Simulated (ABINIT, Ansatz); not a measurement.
# How the form of the self-energy moves the gap of SnF3 (Fm-3m)

Wanted: the gap of SnF3 (Fm-3m) under several approximations, with cost.

Calculated with ABINIT 10.8.3; PBEsol and many-body steps on it, plane waves.

### Step 1. Starting point

Symmetry: Fm-3m, No. 225, cubic system. The conventional cell has a = 8.698 Å, b = 8.698 Å, c = 8.698 Å, α = 90.00°, β = 90.00°, γ = 90.00°. Nearest to Sn lie 6 F at 1.98 Å. Sn has 6 F at 2.36 Å nearest. Nearest to F lie 2 Sn at 1.98 to 2.36 Å. Farther neighbours and most contacts between anions are not listed.

The cell and positions are those that the Materials Project relaxed with its own functionals (PBE, PBE+U or r2SCAN), kept fixed.

### Step 2. Empty states on the mesh, 2×2×2 mesh, 586 bands

This step: ABINIT 10.8.3; DFT, PBEsol, plane waves, norm-conserving pseudopotentials.

The sums over transitions need many empty states on a uniform mesh; this step solves for them.

run.abi reads:

```
acell 3*1.0 Angstrom
rprim 
  -0.000000000000 4.348975944800 4.348975944800
  4.348975944800 0.000000000000 4.348975944800
  4.348975944800 4.348975944800 -0.000000000000
ntypat 2
znucl 50 9
natom 8
typat 1 1 2 2 2 2 2 2
xred 
  0.500000000000 0.500000000000 0.500000000000
  0.000000000000 0.000000000000 -0.000000000000
  0.728190550000 0.271809450000 0.728190550000
  0.271809450000 0.271809450000 0.728190550000
  0.271809450000 0.728190550000 0.271809450000
  0.271809450000 0.728190550000 0.728190550000
  0.728190550000 0.271809450000 0.271809450000
  0.728190550000 0.728190550000 0.271809450000
pp_dirpath "pseudos"
pseudos "Sn.upf, F.upf"
ecut 38
ngkpt 2 2 2
nshiftk 1
shiftk 0 0 0
kptopt 1
chksymbreak 0
iscf -2
irdden 1
istwfk *1
nband 586
nbdbuf 52
tolwfr 1e-09
nstep 60
prtvol 0
indata_prefix "in"
outdata_prefix "out"
tmpdata_prefix "tmp"
```

Command:

```bash
> OMP_NUM_THREADS=1 mpirun -n 8 abinit run.abi > log
```

Numbers of over 12 decimals in the logs are rounded to 6 here.

Log:

```text
.Version 10.8.3 of ABINIT. v10.8.2 released Aug 2026.

 Symmetries : space group Fm -3 m (#225); Bravais cF (face-center cubic)
[... echo of the input left out ...]
== DATASET  1 ==================================================================
-   mpi_nproc: 8, omp_nthreads: 1 (-1 if OMP is not activated)
-    --> not optimal distribution: autoparal keyword recommended in input file <--

--- !DatasetInfo
iteration_state: {dtset: 1, }
dimensions: {natom: 8, nkpt: 3, mband: 586, nsppol: 1, nspinor: 1, nspden: 1, mpw: 12434, }
cutoff_energies: {ecut:  38.0, pawecutdg:  -1.0, }
[...]
4.48798    4.48798    4.52105    4.52106    4.52106    4.54780    4.55671    4.55674
   4.62140    4.62947    4.63127    4.63414    4.65228    4.66471    4.66594    4.66953
   4.67146    4.67513
 prteigrs : prtvol=0 or 1, do not print more k-points.

== END DATASET(S) ==============================================================
================================================================================

 -outvars: echo values of variables after computation  --------
            nband         586
             nkpt           3
          spgroup         225
 [... the other variables as echoed above ...]

 Calculation completed.
```

Run time: 18 min. Hardware: 8 MPI ranks of AMD EPYC 7R43, shared host; peak memory 1.3 GiB.

Numbers from this step:

```yaml
gap: 2.831 eV
k_of_the_valence_top: 0.5, 0.5, 0
k_of_the_conduction_bottom: 0.5, 0, 0
least_direct_gap: 3.379 eV
k_points_computed: 3
lowest_point_of_the_top_converged_band_above_the_valence_top: 115.9877 eV
```

On this mesh the gap is 2.831 eV.

The density comes from a self-consistent run that is not shown.

### Step 3. Screening, 2×2×2 mesh, 243 bands, screening to 141.5 eV

The RPA dielectric matrix is built and inverted for each q.

This step: RPA screening on PBEsol, plane waves, norm-conserving pseudopotentials.

run.abi, as its differences from that of step 2:

```diff
@@ -26,10 +26,11 @@
 chksymbreak 0
-iscf -2
-irdden 1
 istwfk *1
-nband 586
-nbdbuf 52
-tolwfr 1e-09
-nstep 60
-prtvol 0
+occopt 1
+irdwfk 1
+optdriver 3
+nband 243
+ecuteps 5.2
+inclvkb 2
+awtr 1
+symchi 1
 indata_prefix "in"
```

Log:

```text
.Version 10.8.3 of ABINIT. v10.8.2 released Aug 2026.

 Symmetries : space group Fm -3 m (#225); Bravais cF (face-center cubic)
[... echo of the input left out ...]
== DATASET  1 ==================================================================
-   mpi_nproc: 8, omp_nthreads: 1 (-1 if OMP is not activated)

--- !DatasetInfo
iteration_state: {dtset: 1, }
dimensions: {natom: 8, nkpt: 3, mband: 243, nsppol: 1, nspinor: 1, nspden: 1, mpw: 12434, }
cutoff_energies: {ecut:  38.0, pawecutdg:  -1.0, }
electrons: {nelect:   8.60000000E+01, charge:   0.00000000E+00, occopt:   1.00000000E+00, tsmear:   1.00000000E-02, }

 SCREENING: Calculation of the susceptibility and dielectric matrices

 Based on a program developped by R.W. Godby, V. Olevano, G. Onida, and L. Reining.
 Incorporated in ABINIT by V. Olevano, G.-M. Rignanese, and M. Torrent.
.Using double precision arithmetic ; gwpc =  8

[... cell and pseudopotentials left out ...]
--------------------------------------------------------------------------------

 ==== K-mesh for the wavefunctions ====
 Number of points in the irreducible wedge :     3
[... list of points left out ...]
 Together with 48 symmetry operations and time-reversal symmetry
 yields     8 points in the full Brillouin Zone.

 ==== Q-mesh for the screening function ====
 Number of points in the irreducible wedge :     3
[... list of points left out ...]
 Together with 48 symmetry operations and time-reversal symmetry
 yields     8 points in the full Brillouin Zone.

 setmesh: FFT mesh size selected  =    45x   45x   45
          total number of points  =        91125

 vcoul_init : cutoff-mode = AUXILIARY_FUNCTION
 q-points for optical limit:   1
     1)      0.000010    0.000020    0.000030

- screening: taking advantage of time-reversal symmetry
- Maximum band index for partially occupied states nbvw = 43
- Remaining bands to be divided among processors   nbcw = 200
- Number of bands treated by each node ~25

 Number of electrons calculated from density =   86.0000; Expected =   86.0000
 average of density, n =  0.077466
 r_s =    1.4552
 omega_plasma =   26.8479 [eV]

 calculating chi0 at frequencies [eV] :
  1    0.000000E+00    0.000000E+00
  2    0.000000E+00    2.684794E+01

--------------------------------------------------------------------------------
  q-point number  1        q = ( 0.000000, 0.000000, 0.000000) [r.l.u.]
--------------------------------------------------------------------------------
[... chi0 elements left out ...]
 For q-point:  0.000010 0.000020 0.000030
  dielectric constant =   2.7819
  dielectric constant without local fields =   3.0791

  Average fulfillment of the sum rule on Im[epsilon] for q-point    1 :     51.17  [%]
[... wings left out ...]
  q-point number  2        q = ( 0.500000, 0.000000, 0.000000) [r.l.u.]
--------------------------------------------------------------------------------
[... chi0 elements left out ...]
  Average fulfillment of the sum rule on Im[epsilon] for q-point    2 :     56.19  [%]

 [... 1 further q-points ...]
```

The job ended after 71 s (8 MPI ranks; peak memory 4.5 GiB).

This step gave:

```
ε∞ with local fields, on this mesh, along the program's q direction : 2.782
the same without local fields                                       : 3.079
plasma frequency                                                    : 26.85 eV
plane waves in the screening matrix                                 : 609
```

Local fields lower ε∞ by 10 %. On a Γ-centred mesh this coarse the value itself is usually too large, while a short band sum pulls it down.

### Step 4. G0W0, Godby-Needs plasmon pole

The self-energy is evaluated for the states that the input lists, and the levels follow from it, in one-shot runs by the linearised quasiparticle equation.

This step: G0W0 on PBEsol, plane waves, norm-conserving pseudopotentials.

run.abi, as its differences from that of step 3:

```diff
@@ -29,8 +29,19 @@
 irdwfk 1
-optdriver 3
+optdriver 4
 nband 243
+gwcalctyp 0
+ecutsigx 38
+symsigma 1
+nkptgw 3
+kptgw 
+  0.5000000000 0.5000000000 0.0000000000
+  0.5000000000 0.0000000000 0.0000000000
+  0.0000000000 0.0000000000 0.0000000000
+bdgw 
+  42 45
+  42 46
+  40 47
 ecuteps 5.2
-inclvkb 2
-awtr 1
-symchi 1
+irdscr 1
+ppmodel 1
 indata_prefix "in"
```

Log:

```text
.Version 10.8.3 of ABINIT. v10.8.2 released Aug 2026.

 Symmetries : space group Fm -3 m (#225); Bravais cF (face-center cubic)
[... echo of the input left out ...]
== DATASET  1 ==================================================================
-   mpi_nproc: 8, omp_nthreads: 1 (-1 if OMP is not activated)

--- !DatasetInfo
iteration_state: {dtset: 1, }
dimensions: {natom: 8, nkpt: 3, mband: 243, nsppol: 1, nspinor: 1, nspden: 1, mpw: 12434, }
cutoff_energies: {ecut:  38.0, pawecutdg:  -1.0, }
electrons: {nelect:   8.60000000E+01, charge:   0.00000000E+00, occopt:   1.00000000E+00, tsmear:   1.00000000E-02, }

 SIGMA: Calculation of the GW corrections

 Based on a program developped by R.W. Godby, V. Olevano, G. Onida, and L. Reining.
 Incorporated in ABINIT by V. Olevano, G.-M. Rignanese, and M. Torrent.
.Using double precision arithmetic ; gwpc =  8

[... cell and pseudopotentials left out ...]
--------------------------------------------------------------------------------

 ==== K-mesh for the wavefunctions ====
 Number of points in the irreducible wedge :     3
[... list of points left out ...]
 Together with 48 symmetry operations and time-reversal symmetry
 yields     8 points in the full Brillouin Zone.

 ==== Q-mesh for screening function ====
 Number of points in the irreducible wedge :     3
[... list of points left out ...]
 Together with 48 symmetry operations and time-reversal symmetry
 yields     8 points in the full Brillouin Zone.

 vcoul_init : cutoff-mode = AUXILIARY_FUNCTION
 q-points for optical limit:   1
     1)      0.000010    0.000020    0.000030
 setmesh: FFT mesh size selected  =    72x   72x   72
          total number of points  =       373248

 Number of electrons calculated from density =   86.0000; Expected =   86.0000
 average of density, n =  0.077466
 r_s =    1.4552
 omega_plasma =   26.8479 [eV]

 === KS Band Gaps ===
  >>>> For spin  1
   Minimum direct gap =   3.3794 [eV], located at k-point      :   0.5000  0.0000  0.0000
   Fundamental gap    =   2.8313 [eV], Top of valence bands at :   0.5000  0.5000  0.0000
                                       Bottom of conduction at :   0.5000  0.0000  0.0000
 SIGMA fundamental parameters:
 PLASMON POLE MODEL  1
 number of plane-waves for SigmaX                12387
 number of plane-waves for SigmaC and W            609
 number of plane-waves for wavefunctions         12387
 number of bands                                   243
 number of independent spin polarizations            1
 number of spinorial components                      1
 number of k-points in IBZ                           3
 number of q-points in IBZ                           3
 number of symmetry operations                      48
 number of k-points in BZ                            8
 number of q-points in BZ                            8
 number of frequencies for dSigma/dE                 9
 frequency step for dSigma/dE [eV]                0.25
 number of omega for Sigma on real axis              0
 max omega for Sigma on real axis  [eV]           0.00
 zcut for avoiding poles [eV]                     0.10

 EPSILON^-1 parameters (SCR file):
 dimension of the eps^-1 matrix on file            609
 dimension of the eps^-1 matrix used               609
 number of plane-waves for wavefunctions         12387
 number of bands                                   243
 number of q-points in IBZ                           3
 number of frequencies                               2
 number of real frequencies                          1
 number of imag frequencies                          1

 matrix elements of self-energy operator (all in [eV])

 Perturbative Calculation

--- !SelfEnergy_ee
iteration_state: {dtset: 1, }
kpoint     : [   0.500,    0.500,    0.000, ]
spin       : 1
KS_gap     :    4.334
QP_gap     :    7.265
Delta_QP_KS:    2.931
data: !SigmaeeData |
     Band     E0 <VxcDFT>   SigX SigC(E0)      Z dSigC/dE  Sig(E)    E-E0       E
       42  -2.553 -22.525 -30.153   5.706   0.782  -0.279 -24.028  -1.504  -4.057
       43  -0.165 -19.734 -22.495   2.014   0.821  -0.218 -20.347  -0.613  -0.777
       44   4.170 -19.501 -14.261  -2.439   0.827  -0.208 -17.184   2.318   6.488
       45   5.276 -12.422  -8.215  -2.495   0.851  -0.175 -10.965   1.457   6.733

--- !SelfEnergy_ee
iteration_state: {dtset: 1, }
kpoint     : [   0.500,    0.000,    0.000, ]
spin       : 1
KS_gap     :    3.379
QP_gap     :    5.952
Delta_QP_KS:    2.573
data: !SigmaeeData |
     Band     E0 <VxcDFT>   SigX SigC(E0)      Z dSigC/dE  Sig(E)    E-E0       E
       42  -2.661 -22.300 -29.945   5.691   0.782  -0.279 -23.827  -1.528  -4.189
       43  -0.713 -18.312 -21.036   1.807   0.824  -0.214 -19.067  -0.756  -1.468
[...]
--- !SelfEnergy_ee
iteration_state: {dtset: 1, }
kpoint     : [   0.000,    0.000,    0.000, ]
spin       : 1
KS_gap     :    7.440
QP_gap     :   10.398
Delta_QP_KS:    2.958
data: !SigmaeeData |
     Band     E0 <VxcDFT>   SigX SigC(E0)      Z dSigC/dE  Sig(E)    E-E0       E
[...]
45   5.192 -12.018  -7.105  -3.029   0.853  -0.172 -10.411   1.607   6.799
       46   5.192 -12.018  -7.105  -3.029   0.853  -0.172 -10.411   1.607   6.799
       47   5.192 -12.018  -7.105  -3.029   0.853  -0.172 -10.411   1.607   6.799

 New Fermi energy :        6.810054E-02 Ha ,    1.853110E+00 eV

 === QP Band Gaps ===
  >>>> For spin  1
   Minimum direct gap =   5.9520 [eV], located at k-point      :   0.5000  0.0000  0.0000
   Fundamental gap    =   5.2610 [eV], Top of valence bands at :   0.5000  0.5000  0.0000
                                       Bottom of conduction at :   0.5000  0.0000  0.0000

== END DATASET(S) ==============================================================
================================================================================

 -outvars: echo values of variables after computation  --------
           etotal      0.0000000000E+00
            nband         243
             nkpt           3
          spgroup         225
 [... the other variables as echoed above ...]

 Calculation completed.
```

Wall time 53 s (8 MPI ranks); peak memory 3.9 GiB.

This step gave:

```yaml
g0w0_gap_on_the_points_computed: 5.261 eV
starting_gap_on_the_mesh: 2.831 eV
k_of_the_valence_top: 0.5, 0.5, 0
k_of_the_conduction_bottom: 0.5, 0, 0
z_at_the_valence_top: 0.821
z_at_the_conduction_bottom: 0.847
least_direct_g0w0_gap_on_the_computed_points: 5.952 eV
```

The gap on the mesh goes from 2.83 eV to 5.26 eV, a correction of +2.43 eV.

### Step 5. G0W0, von der Linden-Horsch plasmon pole

run.abi, as its differences from that of step 4:

```diff
@@ -45,3 +45,3 @@
 irdscr 1
-ppmodel 1
+ppmodel 3
 indata_prefix "in"
```

Log:

```text
.Version 10.8.3 of ABINIT. v10.8.2 released Aug 2026.

 Symmetries : space group Fm -3 m (#225); Bravais cF (face-center cubic)
[... echo of the input left out ...]
== DATASET  1 ==================================================================
-   mpi_nproc: 8, omp_nthreads: 1 (-1 if OMP is not activated)

--- !DatasetInfo
iteration_state: {dtset: 1, }
dimensions: {natom: 8, nkpt: 3, mband: 243, nsppol: 1, nspinor: 1, nspden: 1, mpw: 12434, }
cutoff_energies: {ecut:  38.0, pawecutdg:  -1.0, }
electrons: {nelect:   8.60000000E+01, charge:   0.00000000E+00, occopt:   1.00000000E+00, tsmear:   1.00000000E-02, }

 SIGMA: Calculation of the GW corrections

 Based on a program developped by R.W. Godby, V. Olevano, G. Onida, and L. Reining.
 Incorporated in ABINIT by V. Olevano, G.-M. Rignanese, and M. Torrent.
.Using double precision arithmetic ; gwpc =  8

[... cell and pseudopotentials left out ...]
--------------------------------------------------------------------------------

 ==== K-mesh for the wavefunctions ====
 Number of points in the irreducible wedge :     3
[... list of points left out ...]
 Together with 48 symmetry operations and time-reversal symmetry
 yields     8 points in the full Brillouin Zone.

 ==== Q-mesh for screening function ====
 Number of points in the irreducible wedge :     3
[... list of points left out ...]
 Together with 48 symmetry operations and time-reversal symmetry
 yields     8 points in the full Brillouin Zone.

 vcoul_init : cutoff-mode = AUXILIARY_FUNCTION
 q-points for optical limit:   1
     1)      0.000010    0.000020    0.000030
 setmesh: FFT mesh size selected  =    72x   72x   72
          total number of points  =       373248

 Number of electrons calculated from density =   86.0000; Expected =   86.0000
[...]
Perturbative Calculation

--- !SelfEnergy_ee
iteration_state: {dtset: 1, }
kpoint     : [   0.500,    0.500,    0.000, ]
spin       : 1
KS_gap     :    4.334
QP_gap     :    7.668
Delta_QP_KS:    3.333
data: !SigmaeeData |
     Band     E0 <VxcDFT>   SigX SigC(E0)      Z dSigC/dE  Sig(E)    E-E0       E
       42  -2.553 -22.525 -30.153   5.546   0.889  -0.125 -24.376  -1.851  -4.404
       43  -0.165 -19.734 -22.495   1.793   0.905  -0.105 -20.610  -0.876  -1.040
       44   4.170 -19.501 -14.261  -2.541   0.910  -0.098 -17.044   2.458   6.628
[...]
--- !SelfEnergy_ee
iteration_state: {dtset: 1, }
kpoint     : [   0.500,    0.000,    0.000, ]
spin       : 1
KS_gap     :    3.379
QP_gap     :    6.227
Delta_QP_KS:    2.848
data: !SigmaeeData |
     Band     E0 <VxcDFT>   SigX SigC(E0)      Z dSigC/dE  Sig(E)    E-E0       E
[...]
--- !SelfEnergy_ee
iteration_state: {dtset: 1, }
kpoint     : [   0.000,    0.000,    0.000, ]
spin       : 1
KS_gap     :    7.440
QP_gap     :   11.083
Delta_QP_KS:    3.642
data: !SigmaeeData |
     Band     E0 <VxcDFT>   SigX SigC(E0)      Z dSigC/dE  Sig(E)    E-E0       E
[...]
46   5.192 -12.018  -7.105  -3.347   0.930  -0.075 -10.561   1.457   6.649
       47   5.192 -12.018  -7.105  -3.347   0.930  -0.075 -10.561   1.457   6.649

 New Fermi energy :        6.179380E-02 Ha ,    1.681495E+00 eV

 === QP Band Gaps ===
  >>>> For spin  1
   Minimum direct gap =   6.2271 [eV], located at k-point      :   0.5000  0.0000  0.0000
   Fundamental gap    =   5.4434 [eV], Top of valence bands at :   0.5000  0.5000  0.0000
                                       Bottom of conduction at :   0.5000  0.0000  0.0000

== END DATASET(S) ==============================================================
================================================================================

 -outvars: echo values of variables after computation  --------
           etotal      0.0000000000E+00
            nband         243
             nkpt           3
          spgroup         225
 [... the other variables as echoed above ...]

 Calculation completed.
```

It took 28 s on 8 MPI ranks; peak memory 3.8 GiB.

This step gave:

| Item | Value |
| --- | --- |
| G0W0 gap on the points computed | 5.443 eV |
| starting gap on the mesh | 2.831 eV |
| k of the valence top | 0.5, 0.5, 0 |
| k of the conduction bottom | 0.5, 0, 0 |
| Z at the valence top | 0.905 |
| Z at the conduction bottom | 0.922 |
| least direct G0W0 gap on the computed points | 6.227 eV |

Against G0W0 in ABINIT (2×2×2 mesh, 243 bands, screening to 141.5 eV, Godby-Needs plasmon pole), the gap moves by +0.182 eV.

### Step 6. G0W0, Hybertsen-Louie plasmon pole

run.abi, as its differences from that of step 5:

```diff
@@ -45,3 +45,3 @@
 irdscr 1
-ppmodel 3
+ppmodel 2
 indata_prefix "in"
```

Log:

```text
.Version 10.8.3 of ABINIT. v10.8.2 released Aug 2026.

 Symmetries : space group Fm -3 m (#225); Bravais cF (face-center cubic)
[... echo of the input left out ...]
== DATASET  1 ==================================================================
-   mpi_nproc: 8, omp_nthreads: 1 (-1 if OMP is not activated)

--- !DatasetInfo
iteration_state: {dtset: 1, }
dimensions: {natom: 8, nkpt: 3, mband: 243, nsppol: 1, nspinor: 1, nspden: 1, mpw: 12434, }
cutoff_energies: {ecut:  38.0, pawecutdg:  -1.0, }
[...]
Minimum direct gap =   6.2683 [eV], located at k-point      :   0.5000  0.0000  0.0000
   Fundamental gap    =   5.5088 [eV], Top of valence bands at :   0.5000  0.5000  0.0000
                                       Bottom of conduction at :   0.5000  0.0000  0.0000

== END DATASET(S) ==============================================================
================================================================================

 -outvars: echo values of variables after computation  --------
           etotal      0.0000000000E+00
            nband         243
             nkpt           3
          spgroup         225
 [... the other variables as echoed above ...]

 Calculation completed.
```

Elapsed: 52 s, on 8 MPI ranks; peak memory 4.2 GiB.

This step gave:

```
G0W0 gap on the points computed              : 5.509 eV
starting gap on the mesh                     : 2.831 eV
k of the valence top                         : 0.5, 0.5, 0
k of the conduction bottom                   : 0.5, 0, 0
least direct G0W0 gap on the computed points : 6.269 eV
```

Against G0W0 in ABINIT (2×2×2 mesh, 243 bands, screening to 141.5 eV, Godby-Needs plasmon pole), the gap moves by +0.248 eV.

(Continued in part 2 of 2.)

[Paths, hosts, dates, memory and timing lines, banners, echoed tables and standing remarks are left out of the program output.]

[Logs are printed without paths, hosts, clocks, repeated set-up lines and the standing remarks that a program may print on its own settings, such as how far it seeks lower states.]

[Runs of the session that timed out or met a known fault of the program may be left out.]

[Hosts, paths, dates, database ids (printed as entryN), source tags and the programs' standing remarks are cut or masked in the printed files.]

[G0W0 gaps are taken among the corrected bands and points alone; a level outside them can change the order at an edge.]

[Where Ansatz stands beside ABINIT at settings called matched, ABINIT's density can come from a denser mesh and the files from another edition; pairs whose starting gaps differed by over 0.03 eV were left out, so agreement reads better than it is.]
